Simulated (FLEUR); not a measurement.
**Magnetic state of MnS from several starts**

Wanted: the moments of MnS and the energy of each order that was tried.

Main program and level: FLEUR MaX-R8.1; PBE with U = 4 eV on Mn d; all-electron FLAPW, Dirac cores, scalar-relativistic bands.

The database entry behind the starting cell differs from later determinations by our own check (an axis about 0.2 % short against later determinations), so it need not match the best structure at ambient conditions.

## (1) Starting point

Symmetry: Fm-3m, No. 225, cubic system. The conventional cell has a = 5.209 Å, b = 5.209 Å, c = 5.209 Å, α = 90.00°, β = 90.00°, γ = 90.00°. Nearest to Mn lie 6 S at 2.60 Å. S has 6 Mn at 2.60 Å nearest. Farther neighbours and most contacts between anions are not listed.

As a file:

```cif
data_structure
_symmetry_space_group_name_H-M 'Fm-3m'
_symmetry_Int_Tables_number 225
_cell_length_a 5.2090
_cell_length_b 5.2090
_cell_length_c 5.2090
_cell_angle_alpha 90.000
_cell_angle_beta 90.000
_cell_angle_gamma 90.000
_cell_volume 141.34
loop_
_atom_site_label
_atom_site_type_symbol
_atom_site_symmetry_multiplicity
_atom_site_Wyckoff_symbol
_atom_site_fract_x
_atom_site_fract_y
_atom_site_fract_z
_atom_site_occupancy
Mn1 Mn 4 a 0.00000 0.00000 0.00000 1
S1 S 4 b 0.50000 0.00000 0.00000 1
```

## (2) Run 1 (ferro +)

The parallel start is the test of whether parallel moments hold. The U counters the self-interaction that shrinks the moments of a localised shell.

inpgen writes inp.xml from crystal.txt; cutoffs, mixing, functional, smearing and local orbitals are then set in the file. The k list default-1 (kpts.xml, not shown) is a Γ-centred 8×8×8 mesh; where the ranks do not divide the number of points, some are split in two of half the weight.

File inp.xml:

```
<?xml version="1.0" encoding="UTF-8" standalone="no"?>
<fleurInput fleurInputVersion="0.39">
   <comment>
      MnS
   </comment>
   <calculationSetup>
      <cutoffs Kmax="3.97" Gmax="11.9" GmaxXC="11.9" numbands="0"/>
      <scfLoop itmax="120" minDistance="0.0001" maxIterBroyd="15" imix="Anderson" alpha="0.05" precondParam="0.0" spinf="2.0" sdNocoIR="T"/>
      <coreElectrons ctail="T" frcor="F" kcrel="0" coretail_lmax="0"/>
      <xcFunctional name="pbe" relativisticCorrections="F"/>
      <magnetism jspins="2"/>
      <soc l_soc="F" theta="0.0" phi="0.0" spav="F"/>
      <expertModes spex="0" secvar="F"/>
      <geometryOptimization l_f="F" forcealpha="1.0" forcemix="BFGS" epsdisp="0.00001" epsforce="0.00001"/>
      <ldaU l_linMix="F" mixParam="0.05" spinf="1.0"/>
   </calculationSetup>
   <cell>
      <bzIntegration valenceElectrons="21.0" mode="hist" fermiSmearingEnergy="0.00183747">
         <kPointListSelection listName="default-1"/>
         <xi:include xmlns:xi="http://www.w3.org/2001/XInclude" href="kpts.xml"> </xi:include>
      </bzIntegration>
      <xi:include xmlns:xi="http://www.w3.org/2001/XInclude" href="sym.xml"> </xi:include>
      <bulkLattice scale="1.0">
         <bravaisMatrix>
            <row-1>    0.0000000000000000     4.9217916915206992     4.9217916915206992</row-1>
            <row-2>    4.9217916915206992     0.0000000000000000     4.9217916915206992</row-2>
            <row-3>    4.9217916915206992     4.9217916915206992     0.0000000000000000</row-3>
         </bravaisMatrix>
      </bulkLattice>
   </cell>
   <atomSpecies>
      <species name="Manganese 4.500" element="Mn" atomicNumber="25">
         <mtSphere radius="2.8" gridPoints="925" logIncrement="0.013"/>
         <atomicCutoffs lmax="10" lnonsphr="8"/>
         <electronConfig flipSpins="F">
            <coreConfig>(1s1/2) (2s1/2) (2p1/2) (2p3/2)</coreConfig>
            <valenceConfig>(3s1/2) (3p1/2) (3p3/2) (4s1/2) (3d3/2) (3d5/2)</valenceConfig>
            <stateOccupation state="(3d3/2)" spinUp="1.75" spinDown="0.25"/>
            <stateOccupation state="(3d5/2)" spinUp="3.0" spinDown="0.0"/>
         </electronConfig>
         <energyParameters s="4" p="4" d="3" f="4"/>
         <ldaU l="2" U="4.0" J="0.0" l_amf="F"/>
         <lo type="SCLO" l="0" n="3" eDeriv="0"/>
         <lo type="SCLO" l="1" n="3" eDeriv="0"/>
      </species>
      <species name="Sulfur (S)" element="S" atomicNumber="16">
         <mtSphere radius="1.89" gridPoints="625" logIncrement="0.018"/>
         <atomicCutoffs lmax="8" lnonsphr="6"/>
         <electronConfig flipSpins="F">
            <coreConfig>(1s1/2) (2s1/2) (2p1/2) (2p3/2)</coreConfig>
            <valenceConfig>(3s1/2) (3p1/2) (3p3/2)</valenceConfig>
            <stateOccupation state="(3p1/2)" spinUp="0.666667" spinDown="0.666667"/>
            <stateOccupation state="(3p3/2)" spinUp="1.333333" spinDown="1.333333"/>
         </electronConfig>
         <energyParameters s="3" p="3" d="3" f="4"/>
      </species>
   </atomSpecies>
   <atomGroups>
      <atomGroup species="Manganese 4.500">
         <relPos label="                   1">.0000000000 .0000000000 .0000000000</relPos>
         <force calculate="T" relaxXYZ="TTT"/>
      </atomGroup>
      <atomGroup species="Sulfur (S)">
         <relPos label="                   2">1.000/2.000 1.000/2.000 1.000/2.000</relPos>
         <force calculate="T" relaxXYZ="TTT"/>
      </atomGroup>
   </atomGroups>
   <output dos="F" band="F" slice="F">
      <bandDOS minEnergy="-.5*Htr" maxEnergy="0.5*Htr" sigma="0.015" storeEVData="T"/>
      <plotting iplot="0" polar="F">
         <plot TwoD="T" vec1="  1.0  0.0  0.0" vec2="  0.0  1.0  0.0" vec3="  0.0  0.0  1.0" zero="  0.0  0.0  0.0" file="plot"/>
      </plotting>
      <moessbauerParams electricFieldGradient="F" isomerShift="F" coreHyperfine="F" valenceHyperfine="F"/>
   </output>
</fleurInput>
```

File crystal.txt:

```
MnS
&input film=F cartesian=F /
0.00000000000  2.60450000000  2.60450000000
2.60450000000  0.00000000000  2.60450000000
2.60450000000  2.60450000000  0.00000000000
1.8897261246
1.0 1.0 1.0

2
25 0.00000000000  0.00000000000  0.00000000000 : 4.500
16 0.50000000000  0.50000000000  0.50000000000

&kpt div1=8 div2=8 div3=8 gamma=T /
```

The run is started by

```console
> OMP_NUM_THREADS=1 inpgen -f crystal.txt > inpgen.log  # inp.xml is then edited as shown
> OMP_NUM_THREADS=1 mpirun -n 4 fleur_MPI > fleur.log
```

Output:

```text
Welcome to FLEUR        (www.flapw.de)
      MaX-Release 8.1          (www.max-centre.eu)

 ========== k-point set info ==========
 Selected k-point list: default-1
 k-point list type: mesh
 0 x 0 x 0
 Number of k points: 32

 ------------Calculation Setup---------------------------
 Number of MPI-tasks      :            4
 Number of PE/node        :            4
 Number of OMP-threads    :            1
 k-points in parallel     :            4
 pe's per k-point         :            1
 No of k-point loops      :            8
 Eigenvalue solver        :       lapack
 Number of basis functions:          277
 Approximate size of matrices (H+S) per k-point:         0.001 GB
 --------------------------------------------------------
 no density matrix found ... skipping LDA+U
 Reset of history
 Iteration:     1   Distance:       6.93873024 me/bohr^3
 Iteration:     2   Distance:       7.37655390 me/bohr^3
 Iteration:     3   Distance:       6.79405696 me/bohr^3
 Iteration:     4   Distance:       3.89598678 me/bohr^3
 Iteration:     5   Distance:       1.90151109 me/bohr^3
 Iteration:     6   Distance:       1.47697706 me/bohr^3
 Iteration:     7   Distance:       0.32287248 me/bohr^3
 Iteration:     8   Distance:       0.24491593 me/bohr^3
 Iteration:     9   Distance:       0.02855029 me/bohr^3
 Iteration:    10   Distance:       0.02695484 me/bohr^3
 Iteration:    11   Distance:       0.00487902 me/bohr^3
 Iteration:    12   Distance:       0.00378075 me/bohr^3
 Iteration:    13   Distance:       0.00056208 me/bohr^3
 Iteration:    14   Distance:       0.00017939 me/bohr^3
 Iteration:    15   Distance:       0.00009799 me/bohr^3

 ********************************************************************
 Run finished successfully
 Stop message:
   all done
 ********************************************************************

--- out.xml (last complete iteration) ---
<iteration numberForCurrentRun="   15" overallNumber="   15">
         [... left out ...]
         <bandgap value="0.8209005784" units="eV"/>
         <sumValenceSingleParticleEnergies value="-13.5830057953" units="Htr"/>
         <FermiEnergy value="0.2590473501" units="Htr"/>
         <valenceDensity>
            <mtCharges spin="1">
               <mtCharge atomType="1" total="9.5300724" s="1.2464359" p="3.2872453" d="4.9408163" f="0.0424628"/>
               <mtCharge atomType="2" total="1.8318208" s="0.6339042" p="1.1794712" d="0.0168669" f="0.0013266"/>
            </mtCharges>
            <mtCharges spin="2">
               <mtCharge atomType="1" total="4.7673606" s="1.1743104" p="3.2286944" d="0.3153219" f="0.0365616"/>
               <mtCharge atomType="2" total="1.7415535" s="0.6165550" p="1.1206305" d="0.0040620" f="0.0002761"/>
            </mtCharges>
            <spinDependentCharge spin="1" total="13.0000000" interstitial="1.6381069" mtSpheres="11.3618931"/>
            <spinDependentCharge spin="2" total="8.0000000" interstitial="1.4910859" mtSpheres="6.5089141"/>
            <totalCharge value="21.0000000000"/>
         </valenceDensity>
         [... left out ...]
         <allElectronCharges>
            <spinDependentCharge spin="1" total="23.0000000" interstitial="1.6383768" mtSpheres="21.3616232"/>
            <spinDependentCharge spin="2" total="18.0000000" interstitial="1.4913549" mtSpheres="16.5086451"/>
            <totalCharge value="40.9999999931"/>
         </allElectronCharges>
         <magneticMomentsInMTSpheres units="muBohr">
            <globalMagMoment atomType="1" vec="0.00000   0.00000   4.76271"/>
            <localMagMoment atomType="1" vec="0.00000   0.00000   4.76271"/>
            <globalMagMoment atomType="2" vec="0.00000   0.00000   0.09027"/>
            <localMagMoment atomType="2" vec="0.00000   0.00000   0.09027"/>
         </magneticMomentsInMTSpheres>
         <moessbauerParams unitsHFF="kG" unitsIS="e/bohr^3" unitsEFG="Htr/bohr^2">
         </moessbauerParams>
         <totalEnergy value="    -1557.8558871099" units="Htr">
            <sumOfEigenvalues value="     -896.4584581565">
               <coreElectrons value="-882.8754523611"/>
               <valenceElectrons value="-13.5830057953"/>
            </sumOfEigenvalues>
            <densityCoulombPotentialIntegral value="-2369.2945306522"/>
            <densityEffectivePotentialIntegral value="-2470.4902508991"/>
            <chargeDenXCDenIntegral value="-78.0872955569"/>
            <FockExchangeEnergyValence value="0.0000000000"/>
            <FockExchangeEnergyCore value="0.0000000000"/>
            <atomTypeDependentContributions atomType="1">
               <electronNucleiInteractionDifferentMTs value="1382.9247859064"/>
               <MadelungTerm value="-6.7464937350"/>
            </atomTypeDependentContributions>
            <atomTypeDependentContributions atomType="2">
               <electronNucleiInteractionDifferentMTs value="468.7950436915"/>
               <MadelungTerm value="-11.0480902345"/>
            </atomTypeDependentContributions>
            <dftUCorrection value="-0.3612945978"/>
            <tkbTimesEntropy value="0.0000000000"/>
            <freeEnergy value="-1557.8558871099"/>
            <extrapolationTo0K value="-1557.8558871099"/>
         </totalEnergy>
         <ldaUDensityMatrix>
            <densityMatrixFor spin="1" atomType="1" uIndex="1" l="2" U="4.00000000" J="0.00000000">
               (+0.99199,+0.00000) (+0.00000,+0.00000) (+0.00000,+0.00000) (+0.00000,+0.00000) (+0.01914,+0.00000)
               (+0.00000,+0.00000) (+0.97285,+0.00000) (+0.00000,+0.00000) (+0.00000,+0.00000) (+0.00000,+0.00000)
               (+0.00000,+0.00000) (+0.00000,+0.00000) (+1.01113,+0.00000) (+0.00000,+0.00000) (+0.00000,+0.00000)
               (+0.00000,+0.00000) (+0.00000,+0.00000) (+0.00000,+0.00000) (+0.97285,+0.00000) (+0.00000,+0.00000)
               (+0.01914,+0.00000) (+0.00000,+0.00000) (+0.00000,+0.00000) (+0.00000,+0.00000) (+0.99199,+0.00000)
            </densityMatrixFor>
            <densityMatrixFor spin="2" atomType="1" uIndex="1" l="2" U="4.00000000" J="0.00000000">
               (+0.07293,+0.00000) (+0.00000,+0.00000) (+0.00000,+0.00000) (+0.00000,+0.00000) (+0.04934,+0.00000)
               (+0.00000,+0.00000) (+0.02359,+0.00000) (+0.00000,+0.00000) (+0.00000,+0.00000) (+0.00000,+0.00000)
               (+0.00000,+0.00000) (+0.00000,+0.00000) (+0.12228,+0.00000) (+0.00000,+0.00000) (+0.00000,+0.00000)
               (+0.00000,+0.00000) (+0.00000,+0.00000) (+0.00000,+0.00000) (+0.02359,+0.00000) (+0.00000,+0.00000)
               (+0.04934,+0.00000) (+0.00000,+0.00000) (+0.00000,+0.00000) (+0.00000,+0.00000) (+0.07293,+0.00000)
            </densityMatrixFor>
         </ldaUDensityMatrix>
         <ldaUDensityMatrixConvergence>
            <distance spin="1" distance="0.000001"/>
            <distance spin="2" distance="0.000002"/>
         </ldaUDensityMatrixConvergence>
         <densityConvergence units="me/bohr^3">
            <chargeDensity spin="1" distance="0.0000328544"/>
            <chargeDensity spin="2" distance="0.0000916520"/>
            <overallChargeDensity distance="0.0000979930"/>
            <spinDensity distance="0.0000967283"/>
         </densityConvergence>
      </iteration>
```

It took 11 s on 4 MPI ranks of Intel Xeon Platinum 8559C (Emerald Rapids), shared host; peak memory 0.24 GiB; 45 s of CPU time.

Numbers from this step:

```
free energy                                                       : -42391.4183 eV
program's band gap on this mesh (in a metal only a level spacing) : 0.8209 eV
magnetization                                                     : 5 μB
final state                                                       : ferromagnetic
largest moment                                                    : 4.763 μB
```

After 15 cycles the largest moment stands at 4.76 μB.

(Continued in part 2 of 3.)

[Logs and program files are shortened in this print: banners, set-up blocks, solver, clock and traceback lines can be left out without a mark of their own.]

[Logs are printed without paths, hosts, clocks, repeated set-up lines and the standing remarks that a program may print on its own settings, such as how far it seeks lower states.]

[Hosts, paths, dates, database ids (printed as entryN), source tags and the programs' standing remarks are cut or masked in the printed files.]

[Where a cell is said to come from a database of computed structures, the database is the Materials Project.]
